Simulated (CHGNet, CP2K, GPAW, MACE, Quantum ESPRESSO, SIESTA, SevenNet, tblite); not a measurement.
**H-capped Ge nanowire along [001] with a Si core (65 atoms): other programs against plane waves**

Aim: forces and gap of H-capped Ge nanowire along [001] with a Si core (65 atoms) at one geometry, from other programs and methods, against plane-wave PBE.

Results are calculated, not measured.

## Step 1: The cell

The cell holds 65 atoms (28 Ge, 9 Si and 28 H), with edges of 26.50, 26.50 and 5.66 Å. Recipe: round section of size parameter 6.53 Å cut from diamond-structure Ge (a = 5.658 Å) along [001], 1 period, broken bonds capped with H, 12 Å of vacuum, Si core of radius 3.59 Å. Then every atom was moved at random, 0.02 Å r.m.s. a Cartesian component (hydrogen 0.6 of that).

## Step 2: The reference input

Quantum ESPRESSO 7.5: Kohn-Sham DFT, PBE, SSSP efficiency 1.3.0 pseudopotentials, plane waves. Its input, pw.in:

```
&control
  calculation = 'scf'
  pseudo_dir = './pseudo'
  outdir = './tmp'
  disk_io = 'none'
  tprnfor = .true.
/
&system
  ibrav = 0
  nat = 65
  ntyp = 3
  ecutwfc = 60
  ecutrho = 480
  nosym = .true.
  occupations = 'smearing'
  smearing = 'fd'
  degauss = 0.003675
/
&electrons
  conv_thr = 3.3e-07
  electron_maxstep = 100
  mixing_beta = 0.4
  mixing_mode = 'local-TF'
  diagonalization = 'david'
/
ATOMIC_SPECIES
Ge 72.630 Ge.upf
Si 28.085 Si.upf
H 1.008 H.upf
CELL_PARAMETERS angstrom
26.50091 0.00000 0.00000
0.00000 26.50091 0.00000
0.00000 0.00000 5.65800
ATOMIC_POSITIONS crystal
Ge 0.35070 0.34925 0.25362
Ge 0.34802 0.42462 0.50373
Ge 0.27326 0.42424 0.75587
Ge 0.27414 0.49954 0.00024
[... 59 atom lines left out ...]
H 0.77296 0.57575 0.59264
H 0.72759 0.62261 0.90850
K_POINTS gamma
```

```console
$ OMP_NUM_THREADS=1 pw.x -in pw.in > output.txt
```

It took 43 min on 1 thread of Arm Neoverse V2, shared host; peak memory 12 GiB.

It converged with an r.m.s. force component of 0.56 eV/Å.

Its highest filled and lowest empty levels lie 2.05 eV apart on its k-points.

## Step 3: What was run beside it

- CHGNet: machine-learned potential, published weights.
- CP2K 2026.2: Gaussian basis with GTH pseudopotentials and a plane-wave density; labels give functional, basis (MOLOPT sets; SR short-range, UZH the newer set with its own potentials), grid cutoff/relative cutoff and solver (OT: orbital transformation; TRS4, TC2, SIGN: linear-scaling purification with its sparsity filter), or its built-in tight binding.
- GPAW 26.7.0: PAW with atomic orbitals (LCAO), plane waves or a real-space grid of spacing h.
- MACE: machine-learned potential, published weights.
- SIESTA 5.4.2: numerical atomic orbitals, whose automatically made sets are far from complete, with PseudoDojo norm-conserving potentials that we converted to its format (checked against plane waves on the same files for H, C, O, Si, Ge and Ca alone); labels give functional, basis size, energy shift and mesh cutoff.
- SevenNet: machine-learned potential, published weights.
- tblite 0.8.0: extended tight binding, driven from Python.

All use the same cell and atoms, and the electronic-structure runs the same k-mesh.

## Step 4: All runs compared

Differences are against the reference: forces as r.m.s. over components, share as that over the reference's r.m.s. force, slope as the fitted ratio of a run's forces to the reference's.

| run | Δ force, r.m.s. (meV/Å) | share (%) | slope | Δ gap (eV) | cores | CPU time | memory (GiB) |
| --- | --- | --- | --- | --- | --- | --- | --- |
| reference | - | - | - | - | 1 | 43 min | 12 |
| CHGNet r2SCAN potential | 258 | 46.1 | 0.650 | - | 1 | 3.3 s | 0.58 |
| CP2K LDA, DZVP-MOLOPT-SR, 450/50 Ry, diagonalisation | 160 | 28.6 | 0.871 | 0.0188 | 2 | 1.9 min | 7.2 |
| CP2K PBE+D3, DZVP-UZH, 450/50 Ry, diagonalisation | 23.6 | 4.22 | 0.978 | 0.0702 | 2 | 3.2 min | 7.6 |
| CP2K PBE, DZVP-UZH, 157/50 Ry, diagonalisation (coarse) | 296 | 52.9 | 0.917 | 0.0702 | 1 | 64 s | 1.6 |
| CP2K PBE, DZVP-UZH, 225/50 Ry, diagonalisation (coarse) | 29.8 | 5.32 | 0.979 | 0.0702 | 1 | 83 s | 2.5 |
| CP2K PBE, DZVP-UZH, 450/50 Ry, OT CG | 25.1 | 4.49 | 0.981 | 0.0702 | 2 | 9.5 min | 3.4 |
| CP2K PBE, DZVP-UZH, 450/50 Ry, diagonalisation | 25.1 | 4.49 | 0.981 | 0.0702 | 2 | 3.2 min | 7.6 |
| CP2K PBE, DZVP-UZH, 450/70 Ry, diagonalisation | 25.1 | 4.49 | 0.981 | 0.0702 | 2 | 3.7 min | 7.6 |
| CP2K PBE, SZV-MOLOPT-SR, 450/50 Ry, SIGN filter 1e-03, SCF 1e-04 (coarse) | 735 | 131 | 0.515 | - | 1 | 45 s | 3.2 |
| CP2K PBE, SZV-MOLOPT-SR, 450/50 Ry, diagonalisation (coarse) | 412 | 73.7 | 0.848 | 1.41 | 1 | 2.6 min | 7.3 |
| GPAW PBE, LCAO dzp, h 0.15 Å | 177 | 31.6 | 1.196 | 0.104 | 1 | 2.6 min | 3.7 |
| GPAW PBE, LCAO dzp, h 0.2 Å | 177 | 31.6 | 1.192 | 0.104 | 1 | 78 s | 1.8 |
| GPAW PBE, LCAO sz(dzp), h 0.2 Å (coarse) | 807 | 144 | 1.814 | 0.336 | 1 | 35 s | 1.5 |
| GPAW PBE, LCAO szp(dzp), h 0.2 Å (coarse) | 441 | 78.9 | 1.468 | 0.415 | 1 | 68 s | 1.7 |
| GPAW RPBE, LCAO dzp, h 0.2 Å | 180 | 32.2 | 1.195 | 0.170 | 1 | 83 s | 1.8 |
| MACE MP-0b3 medium potential | 163 | 29.1 | 0.819 | - | 1 | 6.9 s | 0.75 |
| SIESTA BLYP, PBE potentials, DZP, shift 0.01 Ry, mesh 300 Ry | 144 | 25.7 | 0.965 | 0.212 | 1 | 2.4 min | 1.3 |
| SIESTA PBE, DZ, shift 0.01 Ry, mesh 300 Ry (coarse) | 92.4 | 16.5 | 1.063 | 0.457 | 1 | 69 s | 0.94 |
| SIESTA PBE, DZP, shift 0.01 Ry, mesh 300 Ry | 107 | 19.2 | 1.031 | 0.105 | 1 | 2.4 min | 1.3 |
| SIESTA PBE, SZ, shift 0.01 Ry, mesh 300 Ry (coarse) | 803 | 143 | 1.830 | 0.665 | 1 | 53 s | 0.86 |
| SIESTA PBE, SZ, shift 0.02 Ry, mesh 300 Ry (coarse) | 682 | 122 | 1.725 | 0.607 | 1 | 48 s | 0.8 |
| SIESTA PBE, SZ, shift 0.02 Ry, mesh 300 Ry, orbital minimisation (coarse) | 682 | 122 | 1.725 | - | 1 | 2.3 min | 0.81 |
| SIESTA PBE, TZP, shift 0.01 Ry, mesh 300 Ry | 96.0 | 17.2 | 1.034 | 0.0912 | 1 | 3.1 min | 1.4 |
| SevenNet 0 potential | 247 | 44.2 | 0.778 | - | 1 | 6.9 s | 0.7 |
| tblite GFN1-xTB | 345 | 61.6 | 0.745 | - | 1 | 2.1 s | 0.11 |

Rows marked coarse were listed beforehand as settings not expected to be converged; some can still land near the reference.

Times of the machine-learned potentials are mostly Python's start and the loading of weights.

Runs without a result: CP2K PBE, SZV-MOLOPT-SR, 450/50 Ry, SIGN filter 1e-07, SCF 1e-07 (cut off at its time limit); CP2K PBE, SZV-MOLOPT-SR, 450/50 Ry, SIGN filter 1e-05, SCF 1e-06 (cut off at its time limit); QE PBE+D3(BJ), sssp-1.3.0-efficiency, 60/480 Ry (cut off at its time limit).

CPU time is summed over cores on shared hosts, so it is rough.

## Step 5: What came out

Forces lie from 4.2 % (CP2K PBE+D3, DZVP-UZH, 450/50 Ry, diagonalisation) to 144 % (GPAW PBE, LCAO sz(dzp), h 0.2 Å, coarse) of the reference's r.m.s. force of 0.56 eV/Å away from it. The PBE runs in local orbitals, coarse settings apart, differ by 4.5 % (CP2K PBE, DZVP-UZH, 450/50 Ry, OT CG) to 32 % (GPAW PBE, LCAO dzp, h 0.15 Å); basis, grid and potentials can all enter. Tight binding differs by 62 % (tblite GFN1-xTB); it is another model, with fitted parameters of its own, and the xTB methods hold dispersion. Machine-learned potentials differ by 29 % (MACE MP-0b3 medium potential) to 46 % (CHGNet r2SCAN potential); they were trained on other programs' data, some at another functional. Among those trained on PBE data the slope goes as low as 0.78, with a correlation of 0.90, so directions differ as well as sizes.

Rows with another functional or a dispersion term differ by 4.2 % (CP2K PBE+D3, DZVP-UZH, 450/50 Ry, diagonalisation) to 32 % (GPAW RPBE, LCAO dzp, h 0.2 Å), which mixes the change of model with differences of basis and potentials, some of them made for another functional. Runs with settings chosen to be coarse differ by 5.3 % (CP2K PBE, DZVP-UZH, 225/50 Ry, diagonalisation) to 144 % (GPAW PBE, LCAO sz(dzp), h 0.2 Å), their programs' other errors included. GPAW PBE, LCAO dzp, h 0.15 Å stiffens the forces by a factor of 1.20 while following their directions (correlation 0.979). From CP2K PBE, DZVP-UZH, 157/50 Ry, diagonalisation to the finer CP2K PBE, DZVP-UZH, 450/70 Ry, diagonalisation the share falls from 53 to 4.5 %. From GPAW PBE, LCAO dzp, h 0.2 Å to the finer GPAW PBE, LCAO dzp, h 0.15 Å the share goes from 31.6 to 31.6 %, so the grid isn't what parts these runs from the reference. SIESTA PBE, DZP, shift 0.01 Ry, mesh 300 Ry lies farther from the reference (19 %) than the smaller basis of SIESTA PBE, DZ, shift 0.01 Ry, mesh 300 Ry (17 %). Gaps at PBE, coarse settings apart, lie +0.07 to +0.10 eV from the reference's, on k-points that hold the band edges only if these fold onto them.

**Limits.** Periodic xTB results under one method name differ between programs and library versions. The potentials hold different valence shells: 456 electrons in the reference, 176 in CP2K with SZV-MOLOPT-SR and 176 in GPAW; this bears on time and differences. GPAW's setups keep the filled d shell of Ge in the core. Machine-learned potentials mimic data converged in k, so the reference's own k-point error enters their differences. The cell is under 6 Å thick along one periodic direction, so every atom has periodic images of itself close by, which move with it. The electronic-structure runs sample only Γ, in a cell whose periodic width is 6 Å. Spin–orbit coupling is left out. Where levels are smeared, the DFT runs use Fermi–Dirac occupations at 580 K (0.05 eV), and energies are free energies. The atoms were displaced at random, and shares hang on the size of the forces that this gives. The reference's cutoffs and mesh weren't converged further here.

[Logs are printed without paths, hosts, clocks, repeated set-up lines and the standing remarks that a program may print on its own settings, such as how far it seeks lower states.]

[Hosts, paths, dates, database ids (printed as entryN), source tags and the programs' standing remarks are cut or masked in the printed files.]

[Cells were taken only where this reference lay near another plane-wave run.]
